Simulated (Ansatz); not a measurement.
## Ba2BrClF2: complex band structure

Wanted: the relaxed cell of Ba2BrClF2, its band edges and its decay constants. It is built by putting Cl for I in the Ba2IBrF2 structure of space group P4mm, with the volume rescaled by atomic radii. The parent structure comes from the Materials Project.

Program: Ansatz 0.2.0. Level of theory: PBE DFT, plane waves, PAW files, in the first sound run; inputs show where later runs differ. Results are calculated unless marked as measured.

The structure was built from a prototype and need not be the compound's stable phase.

**1. Starting point**

It takes space group P4mm (No. 99, tetragonal). Conventional cell: a = 4.510 Å, b = 4.510 Å, c = 7.796 Å, α = 90.00°, β = 90.00°, γ = 90.00°. Nearest to Ba lie 4 F at 2.64 Å and 4 Cl at 3.50 Å and 2 Br at 3.80 to 4.00 Å. Nearest to Ba lie 4 F at 2.67 Å and 4 Br at 3.41 Å and 1 Cl at 3.56 Å. Cl has 5 Ba at 3.50 to 3.56 Å nearest. Nearest to Br lie 6 Ba at 3.41 to 4.00 Å and 4 F at 3.46 Å. Nearest to F lie 4 Ba at 2.64 to 2.67 Å. It derives from Ba2IBrF2. Cl for I in the Ba2IBrF2 structure of space group P4mm. Farther neighbours and most contacts between anions are not listed.

**2. Relaxing the new crystal**

The substituted atoms don't fit the parent's cell, so cell and atoms relax together. A small smearing keeps the run stable in case the gap closes on the way.

Input file input.yaml:

```yaml
crystal:
  lattice:
    - [4.510056069, 0.0, 0.0]
    - [0.0, 4.510056069, 0.0]
    - [0.0, 0.0, 7.7955356595]
  atoms:
    - { symbol: Ba, position: [0.5, 0.5, 0.827396] }
    - { symbol: Ba, position: [0.0, 0.0, 0.185191] }
    - { symbol: Cl, position: [0.0, 0.0, 0.641387] }
    - { symbol: Br, position: [0.5, 0.5, 0.340098] }
    - { symbol: F, position: [0.5, 0.0, 0.002964] }
    - { symbol: F, position: [0.0, 0.5, 0.002964] }
kpoints:
  mp_grid: { grid: [6, 6, 4] }
scf:
  occupations: { method: gaussian, width: 0.03 }
hamiltonian:
  xc: pbe
output:
  forces: true
  stress: true
relax:
  f_tol: 0.02
  max_steps: 60
  cell: {}
```

Run with:

```console
ansatz run input.yaml --threads 2 --pin off --max-ram 4096MiB --backend cpu --events-out ev --progress --plain --runs-dir out
```

Numbers of over 12 decimals in the logs are rounded to 6 here.

Output:

```text
Engine: ansatz 0.2.0, aarch64-unknown-linux-gnu
Pseudopotentials: kind: paw
Pseudopotential: Ba, paw, valence charge 10, recommended cutoff 420 eV (normal), Ba.paw.azcp
Pseudopotential: Cl, paw, valence charge 7, recommended cutoff 420 eV (normal), Cl.paw.azcp
Pseudopotential: Br, paw, valence charge 7, recommended cutoff 420 eV (normal), Br.paw.azcp
Pseudopotential: F, paw, valence charge 7, recommended cutoff 420 eV (normal), F.paw.azcp
Functional definition: PBE
  parameter kappa = 0.804
  parameter beta = 0.066725
  exchange = pbe_x(kappa = kappa, mu = beta*pi^2/3)
  correlation = pbe_c(beta = beta)
Crystal: 6 atoms, lattice volume = 158.566 Å³
Basis set: ecut = 420 eV, 3083 PW (Γ), exchange–correlation on 64×64×108 points (8 copies of the dense FFT grid, shifted against one another)
Bands: 30, of which v1, the nominal top of the filled ones, is band 24 counted from 1 (23 counted from 0)
Symmetry: 8 space group operations
Space group: P4mm (ITA 99), of the structure as read, at distance tolerance 5.4e-5 Å
k-points: 30 of 144 (time reversal used)
Non-local potential: Ba, projectors of the file, l = 0: 3, l = 1: 2, l = 2: 2, l = 3: 2
Non-local potential: Cl, projectors of the file, l = 0: 2, l = 1: 2, l = 2: 2
Non-local potential: Br, projectors of the file, l = 0: 2, l = 1: 2, l = 2: 2
Non-local potential: F, projectors of the file, l = 0: 2, l = 1: 2, l = 2: 1
PAW form: soft (Blöchl's): semilocal exchange-correlation on the pseudo side does not see the compensation charge
PAW one-centre angular grid: Ba, 194 points (default); XC on 64 Gauss nodes
PAW one-centre angular grid: Cl, 110 points (default); XC on 64 Gauss nodes
PAW one-centre angular grid: Br, 110 points (default); XC on 64 Gauss nodes
PAW one-centre angular grid: F, 110 points (default); XC on 64 Gauss nodes
Initial density: superposition of atomic densities (neutral atoms: chi_scale 0, normalization atom), corrected by the library's trained network
Initial wavefunctions: pseudopotential atomic-orbital guess
Functional: x = pbe(κ = 0.804, μ = 0.219515), c = pbe(β = 0.066725)
SCF iter   1: F=—  HF=-17391.953849 eV  |F-HF|=—  |Δ(HF+E_count)|=         —  Δρ=8.83e-4  dr2=1.71e-3  ethr=1.77e-3  ⟨swp⟩=8.1  Hψ=5104  notcnv=0
preconditioner: auto → Resta (q_TF=auto, 2.236 Å⁻¹)  ε∞=3.4  [insulator: Δε(μ)=5.204 eV  Ē_g=12.012 eV  σ=0.030 eV  W_gap=1.00  n_scr=36 (ndim 8)  ℏωp=18.7 eV  f_vac=0.019  D(μ)=0.00/eV (n_scr^D=0)  ε∞_Penn≈3.4]
SCF iter   2: F=—  HF=-17391.955549 eV  |F-HF|=—  |Δ(HF+E_count)|=   1.70e-3  Δρ=7.63e-4  dr2=6.91e-4  ethr=3.56e-6  ⟨swp⟩=2.5  Hψ=2025  notcnv=0  defer=23
SCF iter   3: F=—  HF=-17391.955602 eV  |F-HF|=—  |Δ(HF+E_count)|=   5.31e-5  Δρ=2.99e-4  dr2=1.14e-4  ethr=1.44e-6  ⟨swp⟩=2.0  Hψ=1037  notcnv=0  defer=23
SCF iter   4: F=—  HF=-17391.955819 eV  |F-HF|=—  |Δ(HF+E_count)|=   2.17e-4  Δρ=1.01e-4  dr2=1.33e-5  ethr=2.37e-7  ⟨swp⟩=2.0  Hψ=1454  notcnv=0  defer=23
SCF iter   5: F=—  HF=-17391.955796 eV  |F-HF|=—  |Δ(HF+E_count)|=   2.35e-5  Δρ=3.75e-5  dr2=1.96e-6  ethr=2.77e-8  ⟨swp⟩=2.0  Hψ=1460  notcnv=0  defer=23
SCF iter   6: F=-17391.955796 eV  HF=-17391.955796 eV  |F-HF|=5.66e-9  |Δ(HF+E_count)|=   1.42e-7  Δρ=5.94e-6  dr2=7.32e-8  ethr=2.08e-10  ⟨swp⟩=4.0  Hψ=4266  notcnv=0
SCF 1 converged in 6 iterations: F = -17391.955796 eV  dr2 = 7.32e-8
  greatest PAW one-centre occupation: 0.955 electrons in one spin orbital (limit 2), on the Ba atom at site 1 (counted from 0), in its partial waves of l = 0
relax step   1: F+E_penalty+E_count = -17391.95579608 eV  Δ(F+E_penalty+E_count) = +0.000e0 eV  max|allowed force component| = 7.994e-1 eV/Å  Δτ_max = 0.0000 Å  P = -0.530 GPa  Ω = 158.566 Å³  (6 SCF iters, dr2 threshold 1.00e-7 eV, accepted)
Crystal: 6 atoms, lattice volume = 156.308 Å³
Basis set: ecut = 420 eV, 3049 PW (Γ), exchange–correlation on 64×64×108 points (8 copies of the dense FFT grid, shifted against one another)
Initial density: handed on by an earlier stage of this run
Initial wavefunctions: those handed on with the density
iter 1 solved again at ethr=8.77e-4 eV; its pass at ethr=3.10e-3 eV (dr2=4.21e-1 eV) is discarded
SCF iter   1: F=—  HF=-17392.183022 eV  |F-HF|=—  |Δ(HF+E_count)|=         —  Δρ=1.22e-2  dr2=4.81e-1  ethr=8.77e-4  ⟨swp⟩=1.0  Hψ=5483  notcnv=0
eigensolver tolerance schedule calibrated: the retry pair's looser diagonalisation under-reported the residual by θ = 0.12 (0.23/decade); ethr = c·dr2/N_el runs at the constant in force after the calibration composes with the one it found (an armed cap, an earlier calibration), c = 1.9e-2
preconditioner: auto → Resta (q_TF=auto, 2.241 Å⁻¹)  ε∞=3.5  [insulator: Δε(μ)=4.888 eV  Ē_g=11.784 eV  σ=0.030 eV  W_gap=1.00  n_scr=36 (ndim 8)  ℏωp=18.8 eV  f_vac=0.006  D(μ)=0.00/eV (n_scr^D=0)  ε∞_Penn≈3.5]
SCF iter   2: F=—  HF=-17392.068730 eV  |F-HF|=—  |Δ(HF+E_count)|=   1.14e-1  Δρ=5.36e-3  dr2=8.21e-2  ethr=1.94e-4  ⟨swp⟩=4.0  Hψ=1911  notcnv=0  defer=1
SCF iter   3: F=—  HF=-17392.049812 eV  |F-HF|=—  |Δ(HF+E_count)|=   1.89e-2  Δρ=3.13e-3  dr2=1.16e-2  ethr=3.31e-5  ⟨swp⟩=3.6  Hψ=2074  notcnv=0  defer=48
SCF iter   4: F=—  HF=-17392.047502 eV  |F-HF|=—  |Δ(HF+E_count)|=   2.31e-3  Δρ=8.42e-4  dr2=9.75e-4  ethr=4.69e-6  ⟨swp⟩=2.3  Hψ=1651  notcnv=0  defer=48
SCF iter   5: F=—  HF=-17392.047582 eV  |F-HF|=—  |Δ(HF+E_count)|=   8.01e-5  Δρ=1.36e-4  dr2=4.32e-5  ethr=3.93e-7  ⟨swp⟩=2.0  Hψ=1595  notcnv=0  defer=48
SCF iter   6: F=—  HF=-17392.047556 eV  |F-HF|=—  |Δ(HF+E_count)|=   2.58e-5  Δρ=3.75e-5  dr2=2.32e-6  ethr=1.74e-8  ⟨swp⟩=2.0  Hψ=1585  notcnv=0  defer=48
SCF iter   7: F=-17392.047560 eV  HF=-17392.047560 eV  |F-HF|=1.27e-7  |Δ(HF+E_count)|=   3.40e-6  Δρ=7.35e-6  dr2=1.15e-7  ethr=2.42e-10  ⟨swp⟩=5.0  Hψ=3610  notcnv=0
SCF 2 converged in 7 iterations: F = -17392.047560 eV  dr2 = 1.15e-7
relax step   2: F+E_penalty+E_count = -17392.04755976 eV  Δ(F+E_penalty+E_count) = -9.176e-2 eV  max|allowed force component| = 6.074e-1 eV/Å  Δτ_max = 0.1951 Å  P = -1.403 GPa  Ω = 156.308 Å³  energy of the carried Pulay correction = +2.107e-3 eV  (7 SCF iters, dr2 threshold 6.00e-7 eV, accepted)
Crystal: 6 atoms, lattice volume = 153.896 Å³
Basis set: ecut = 420 eV, 3033 PW (Γ), exchange–correlation on 64×64×108 points (8 copies of the dense FFT grid, shifted against one another)
iter 1 solved again at ethr=3.98e-5 eV; its pass at ethr=3.10e-3 eV (dr2=1.91e-2 eV) is discarded
SCF iter   1: F=—  HF=-17392.114506 eV  |F-HF|=—  |Δ(HF+E_count)|=         —  Δρ=2.65e-3  dr2=2.09e-2  ethr=3.98e-5  ⟨swp⟩=1.7  Hψ=5314  notcnv=0
preconditioner: auto → Resta (q_TF=auto, 2.247 Å⁻¹)  ε∞=3.5  [insulator: Δε(μ)=5.078 eV  Ē_g=12.014 eV  σ=0.030 eV  W_gap=1.00  n_scr=36 (ndim 8)  ℏωp=18.9 eV  f_vac=0.014  D(μ)=0.00/eV (n_scr^D=0)  ε∞_Penn≈3.5]
SCF iter   2: F=—  HF=-17392.109512 eV  |F-HF|=—  |Δ(HF+E_count)|=   4.99e-3  Δρ=1.31e-3  dr2=4.09e-3  ethr=3.98e-5  ⟨swp⟩=3.0  Hψ=1768  notcnv=0
SCF iter   3: F=—  HF=-17392.108605 eV  |F-HF|=—  |Δ(HF+E_count)|=   9.07e-4  Δρ=4.81e-4  dr2=2.67e-4  ethr=8.52e-6  ⟨swp⟩=2.8  Hψ=1684  notcnv=0
SCF iter   4: F=—  HF=-17392.108506 eV  |F-HF|=—  |Δ(HF+E_count)|=   9.95e-5  Δρ=2.46e-4  dr2=6.44e-5  ethr=5.57e-7  ⟨swp⟩=2.0  Hψ=1456  notcnv=0
SCF iter   5: F=—  HF=-17392.108502 eV  |F-HF|=—  |Δ(HF+E_count)|=   3.49e-6  Δρ=4.89e-5  dr2=3.80e-6  ethr=1.34e-7  ⟨swp⟩=2.0  Hψ=1337  notcnv=0
SCF iter   6: F=-17392.108504 eV  HF=-17392.108504 eV  |F-HF|=1.20e-7  |Δ(HF+E_count)|=   1.71e-6  Δρ=8.36e-6  dr2=1.25e-7  ethr=1.25e-9  ⟨swp⟩=5.1  Hψ=3890  notcnv=0
SCF 3 converged in 6 iterations: F = -17392.108504 eV  dr2 = 1.25e-7
relax step   3: F+E_penalty+E_count = -17392.10850407 eV  Δ(F+E_penalty+E_count) = -6.094e-2 eV  max|allowed force component| = 1.978e-1 eV/Å  Δτ_max = 0.0632 Å  P = -0.667 GPa  Ω = 153.896 Å³  energy of the carried Pulay correction = +4.391e-3 eV  (6 SCF iters, dr2 threshold 6.00e-7 eV, accepted)
[...]
relax step   4: F+E_penalty+E_count = -17392.12793650 eV  Δ(F+E_penalty+E_count) = -1.943e-2 eV  max|allowed force component| = 3.738e-2 eV/Å  Δτ_max = 0.0433 Å  P = -0.160 GPa  Ω = 151.579 Å³  energy of the carried Pulay correction = +6.619e-3 eV  (6 SCF iters, dr2 threshold 6.00e-7 eV, accepted)
[...]
relax step   5: F+E_penalty+E_count = -17392.12898902 eV  Δ(F+E_penalty+E_count) = -1.053e-3 eV  max|allowed force component| = 5.902e-3 eV/Å  Δτ_max = 0.0061 Å  P = -0.014 GPa  Ω = 151.034 Å³  energy of the carried Pulay correction = +7.148e-3 eV  (5 SCF iters, dr2 threshold 8.73e-8 eV, accepted)
[...]
relax step   6: F+E_penalty+E_count = -17392.12431824 eV  Δ(F+E_penalty+E_count) = +4.671e-3 eV  max|allowed force component| = 5.857e-3 eV/Å  Δτ_max = 0.0000 Å  P = -0.087 GPa  Ω = 151.034 Å³  stress off target by 8.96e-2 GPa  SCF on the basis re-selected at this cell (its energy is not comparable with the rows above)  (6 SCF iters)
[...]
relax step   7: F+E_penalty+E_count = -17392.12470556 eV  Δ(F+E_penalty+E_count) = -3.873e-4 eV  max|allowed force component| = 5.107e-3 eV/Å  Δτ_max = 0.0016 Å  P = -0.005 GPa  Ω = 150.721 Å³  energy of the carried Pulay correction = +3.026e-4 eV  (5 SCF iters, dr2 threshold 2.01e-8 eV, accepted)
iter 1 solved again at ethr=1.16e-6 eV; its pass at ethr=3.10e-3 eV (dr2=5.57e-4 eV) is discarded
SCF iter   1: F=—  HF=-17392.124101 eV  |F-HF|=—  |Δ(HF+E_count)|=         —  Δρ=1.24e-5  dr2=4.67e-8  ethr=1.16e-6  ⟨swp⟩=3.0  Hψ=7585  notcnv=0
eigensolver tolerance schedule: the retry pair's looser diagonalisation over-reported the residual by 11934.94 of it (diagonalisation noise at an unbounded share of the residual, at the tolerance the schedule requests for it); recorded, not acted on — ethr = c·dr2/N_el stays at c = 1.0e-1
preconditioner: auto → Resta (q_TF=auto, 2.255 Å⁻¹)  ε∞=3.5  [insulator: Δε(μ)=5.138 eV  Ē_g=12.083 eV  σ=0.030 eV  W_gap=1.00  n_scr=36 (ndim 8)  ℏωp=19.1 eV  f_vac=0.010  D(μ)=0.00/eV (n_scr^D=0)  ε∞_Penn≈3.5]
SCF iter   2: F=—  HF=-17392.124418 eV  |F-HF|=—  |Δ(HF+E_count)|=   3.17e-4  Δρ=5.11e-6  dr2=1.12e-8  ethr=9.73e-11  ⟨swp⟩=3.7  Hψ=2513  notcnv=0
SCF iter   3: F=—  HF=-17392.124418 eV  |F-HF|=—  |Δ(HF+E_count)|=   1.10e-8  Δρ=1.84e-6  dr2=1.81e-9  ethr=2.33e-11  ⟨swp⟩=2.2  Hψ=1245  notcnv=0
SCF iter   4: F=—  HF=-17392.124418 eV  |F-HF|=—  |Δ(HF+E_count)|=   2.70e-9  Δρ=3.24e-7  dr2=2.41e-10  ethr=3.78e-12  ⟨swp⟩=2.6  Hψ=1622  notcnv=0
SCF iter   5: F=—  HF=-17392.124418 eV  |F-HF|=—  |Δ(HF+E_count)|=  3.35e-10  Δρ=3.56e-7  dr2=1.28e-10  ethr=1.00e-12  ⟨swp⟩=5.0  Hψ=3708  notcnv=0
SCF iter   6: F=-17392.124418 eV  HF=-17392.124418 eV  |F-HF|=1.09e-11  |Δ(HF+E_count)|=  7.28e-12  Δρ=5.77e-8  dr2=3.36e-12  ethr=1.00e-12  ⟨swp⟩=3.7  Hψ=3492  notcnv=0
SCF 8 converged in 6 iterations: F = -17392.124418 eV  dr2 = 3.36e-12
relax step   8: F+E_penalty+E_count = -17392.12441843 eV  Δ(F+E_penalty+E_count) = +2.871e-4 eV  max|allowed force component| = 5.081e-3 eV/Å  Δτ_max = 0.0000 Å  P = -0.008 GPa  Ω = 150.721 Å³  stress off target by 1.03e-2 GPa  SCF on the basis re-selected at this cell (its energy is not comparable with the rows above)  (6 SCF iters)
basis re-selected at this cell: Δ(F+E_penalty+E_count) = +2.871e-4 eV, ΔP = -0.003 GPa vs the last step (what re-selecting the basis moved, of the pressure what is left beyond the Pulay correction that the steps carried, after the strain that the cell walked since its last selection, with what the two solves' SCF thresholds leave and, on support functions, any second-order correction that the steps lacked; it is no m [...]
SCF converged after 6 iterations
Free energy (F): -17392.124418 eV
Harris-Foulkes:  -17392.124418 eV  (|F-HF|=1.09e-11)
Internal energy: -17392.124418 eV  (E = F + TS)
E sigma→0 (E₀):  -17392.124418 eV
Fermi energy:    6.881722 eV
--- Per-component energies (eV) ---
  E_band       = -178.828606
  E_kinetic    = 1046.536002
  E_local      = -2555.139873  (includes V_loc(G=0)·N_el)
  E_nonlocal   = 358.878258
  E_hartree    = 944.266361
  E_xc         = -871.088022
  E_vxc        = -706.013627  (∫ρ·V_xc dr)
  E_paw        = -13758.105251  (= ΣΔE_a)
  E_vpaw       = -211.626264  (= ΣTr[D̂ρ^β])
  E_aug_tail   = 0.004217  (compensation charges beyond the density's cutoff)
  E_ewald      = -2557.476110
  E_smearing   = -0.000000  (= −TS)
  E_closure    = -0.000000  (closes the sum)
  Σ components = -17392.124418   (vs F -17392.124418, Δ=0.00e0)
--- Forces (eV/Å), atoms counted from 1 ---
  atom   1  Ba    -0.00000000    -0.00000000     0.00508085
  atom   2  Ba     0.00000000     0.00000000    -0.00494076
  atom   3  Cl    -0.00000000    -0.00000000     0.00006682
  atom   4  Br     0.00000000     0.00000000     0.00342754
  atom   5  F      0.00000000    -0.00000000    -0.00181712
  atom   6  F     -0.00000000     0.00000000    -0.00181712
  max |Σ_I F_I| component: 2.18e-7 eV/Å
--- Stress (GPa, compression-positive) ---
       -0.010288      -0.000000      -0.000000
       -0.000000      -0.010288      -0.000000
       -0.000000      -0.000000      -0.002800
  P = ⅓ Tr σ = -0.0078 GPa (-0.078 kbar)
--- Relaxed structure (6 steps of the walk, 6 accepted, 2 SCFs on fresh bases) ---
  F+E_penalty+E_count = -17392.12441843 eV   max|allowed force component| = 5.081e-3 eV/Å   (the final SCF, on the basis selected at the relaxed cell)
  cell:  # Å, volume = 150.7207 Å³
    - [4.484196, 0.0, 0]
    - [0, 4.484196, 0.0]
    - [0, 0.0, 7.495552]
  atoms:
    - { symbol: Ba, position: [0.500000, 0.500000, 0.800978] }
    - { symbol: Ba, position: [0, 0.0, 0.194195] }
    - { symbol: Cl, position: [0, 0.0, 0.652497] }
    - { symbol: Br, position: [0.500000, 0.500000, 0.355207] }
    - { symbol: F, position: [0.500000, 0.0, -0.00143871] }
    - { symbol: F, position: [0, 0.500000, -0.00143871] }
```

Wall time 40 s (2 threads of Arm Neoverse V2, shared host); peak memory 0.44 GiB; 79 s of CPU time.

Step by step:

| step | energy less that of the first step (eV) | largest force component (eV/Å) | pressure (GPa) | volume (Å³) |
| --- | --- | --- | --- | --- |
| 1 | 0.0000 | 0.7994 | -0.53 | 158.57 |
| 2 | -0.0918 | 0.6074 | -1.40 | 156.31 |
| 3 | -0.1527 | 0.1978 | -0.67 | 153.90 |
| 4 | -0.1721 | 0.0374 | -0.16 | 151.58 |
| 5 | -0.1732 | 0.0059 | -0.01 | 151.03 |
| 6* | -0.1685 | 0.0059 | -0.09 | 151.03 |
| 7 | -0.1689 | 0.0051 | -0.01 | 150.72 |
| 8* | -0.1686 | 0.0051 | -0.01 | 150.72 |

Relaxation steps marked * repeat the geometry before them on a plane-wave basis chosen anew for their cell, so energy and pressure can jump there.

The run keeps the 8 symmetry operations that it works with, so distortions that break them were not tested.

| conventional cell, symmetrised | before | after | change |
| --- | --- | --- | --- |
| a (Å) | 4.510 | 4.484 | -0.6 % |
| b (Å) | 4.510 | 4.484 | -0.6 % |
| c (Å) | 7.796 | 7.496 | -3.8 % |
| volume (Å³/atom) | 26.43 | 25.12 | -4.9 % |

The atoms that moved most (Å, as changes of fractional coordinates times the final cell):

| atom | dx | dy | dz | length |
| --- | --- | --- | --- | --- |
| Ba1 | 0.000 | 0.000 | -0.198 | 0.198 |
| Br4 | 0.000 | 0.000 | 0.113 | 0.113 |
| Cl3 | 0.000 | 0.000 | 0.083 | 0.083 |
| Ba2 | 0.000 | 0.000 | 0.067 | 0.067 |
| F5 | 0.000 | 0.000 | -0.033 | 0.033 |
| F6 | 0.000 | 0.000 | -0.033 | 0.033 |

The relaxed structure:

```cif
data_structure
_symmetry_space_group_name_H-M 'P 1'
_symmetry_Int_Tables_number 1
_cell_length_a 4.4842
_cell_length_b 4.4842
_cell_length_c 7.4956
_cell_angle_alpha 90.000
_cell_angle_beta 90.000
_cell_angle_gamma 90.000
_cell_volume 150.72
loop_
_atom_site_label
_atom_site_type_symbol
_atom_site_fract_x
_atom_site_fract_y
_atom_site_fract_z
_atom_site_occupancy
Ba1 Ba 0.50000 0.50000 0.80098 1
Ba2 Ba 0.00000 0.00000 0.19420 1
Cl3 Cl 0.00000 0.00000 0.65250 1
Br4 Br 0.50000 0.50000 0.35521 1
F5 F 0.50000 0.00000 0.99856 1
F6 F 0.00000 0.50000 0.99856 1
```

This step gave:

```yaml
free_energy: -17392.1244 eV
fermi_energy: 6.882 eV
pressure: -0.007792 GPa
```

The largest force component on a free atom ends at 0.0051 eV/Å.

**3. The bulk crystal and its band edges**

The energy window and the wavevectors of the next steps follow from the band edges, so these are searched first, off the mesh as well.

Input file input.yaml:

```yaml
crystal:
  lattice:
    - [4.4841961101, 0.0, 0.0]
    - [0.0, 4.4841961101, 0.0]
    - [0.0, 0.0, 7.4955521672]
  atoms:
    - { symbol: Ba, position: [0.5, 0.5, 0.8009777656] }
    - { symbol: Ba, position: [0.0, 0.0, 0.1941952603] }
    - { symbol: Cl, position: [0.0, 0.0, 0.6524974097] }
    - { symbol: Br, position: [0.5, 0.5, 0.3552069782] }
    - { symbol: F, position: [0.5, 0.0, -0.0014387069] }
    - { symbol: F, position: [0.0, 0.5, -0.0014387069] }
kpoints:
  mp_grid: { grid: [6, 6, 4] }
  band_path: { path: [VBM, CBM], npoints: 30 }
scf:
  occupations: { method: fixed }
hamiltonian:
  xc: pbe
output:
  eigenvalues: true
  write_potential: true
  write_density: true
  volumetric_format: npy
```

Output:

```text
[...]
Crystal: 6 atoms, lattice volume = 150.721 Å³
Basis set: ecut = 420 eV, 2969 PW (Γ)
Bands: 30, of which v1, the nominal top of the filled ones, is band 24 counted from 1 (23 counted from 0)
Symmetry: 8 space group operations
[...]
k-points: 30 of 144 (time reversal used)
[...]
SCF iter   1: F=—  HF=-17392.122897 eV  |F-HF|=—  |Δ(HF+E_count)|=         —  Δρ=7.61e-4  dr2=8.57e-4  ethr=1.77e-3  ⟨swp⟩=5.7  Hψ=3886  notcnv=0  defer=103
[...]
SCF iter   6: F=-17392.124509 eV  HF=-17392.124509 eV  |F-HF|=6.43e-8  |Δ(HF+E_count)|=   5.70e-7  Δρ=5.19e-6  dr2=4.80e-8  ethr=2.08e-10  ⟨swp⟩=11.6  Hψ=5093  notcnv=0
SCF 1 converged in 6 iterations: F = -17392.124509 eV  dr2 = 4.80e-8
[...]
NSCF: frozen V_eff on 40 k-points
[...]
SCF converged after 6 iterations
Free energy (F): -17392.124509 eV
[...]
Internal energy: -17392.124509 eV  (E = F + TS)
E sigma→0 (E₀):  -17392.124509 eV
Fermi energy:    4.312454 eV
[...]
--- Band table (eV; the first three rows and the last of 30) ---
  k-point 0: bands = [... 20 lower, 3.5968, 4.2929, 4.3125, 4.3125, 9.4508, 9.9351, 10.7445, 10.9489, ... 2 higher]
  k-point 1: bands = [... 20 lower, 3.6414, 4.0923, 4.2865, 4.2865, 9.6125, 10.3150, 10.6697, 11.0840, ... 2 higher]
  k-point 2: bands = [... 20 lower, 3.6893, 3.8491, 4.2566, 4.2566, 9.9371, 10.2398, 10.8531, 11.2874, ... 2 higher]
  k-point 29: bands = [... 20 lower, 3.7624, 3.8917, 4.0309, 4.0309, 11.5119, 11.5119, 11.5785, 11.6876, ... 2 higher]
```

It took 19 s on 2 threads; peak memory 0.4 GiB.

Numbers from this step:

* free energy: -17392.1245 eV
* Fermi energy: 4.312 eV
* gap on the k-mesh: 5.138 eV
* gap on path: 5.138 eV, by band count; negative where bands overlap
* direct gap on path: 5.138 eV
* edge places on path: 0, 0 1/A along the path

Levels at VBM (eV): -2.66, -2.54, -2.52, -2.52, -1.98, -1.98, -1.07, -0.72, -0.72, -0.02, 0.00, 0.00, 5.14, 5.62, 6.43, 6.64, 6.88, 7.46.

The searched edges give 5.14 eV, as on the mesh.

[end of part 1 of 3]

[Logs are printed without paths, hosts, clocks, repeated set-up lines and the standing remarks that a program may print on its own settings, such as how far it seeks lower states.]

[Hosts, paths, dates, database ids (printed as entryN), source tags and the programs' standing remarks are cut or masked in the printed files.]
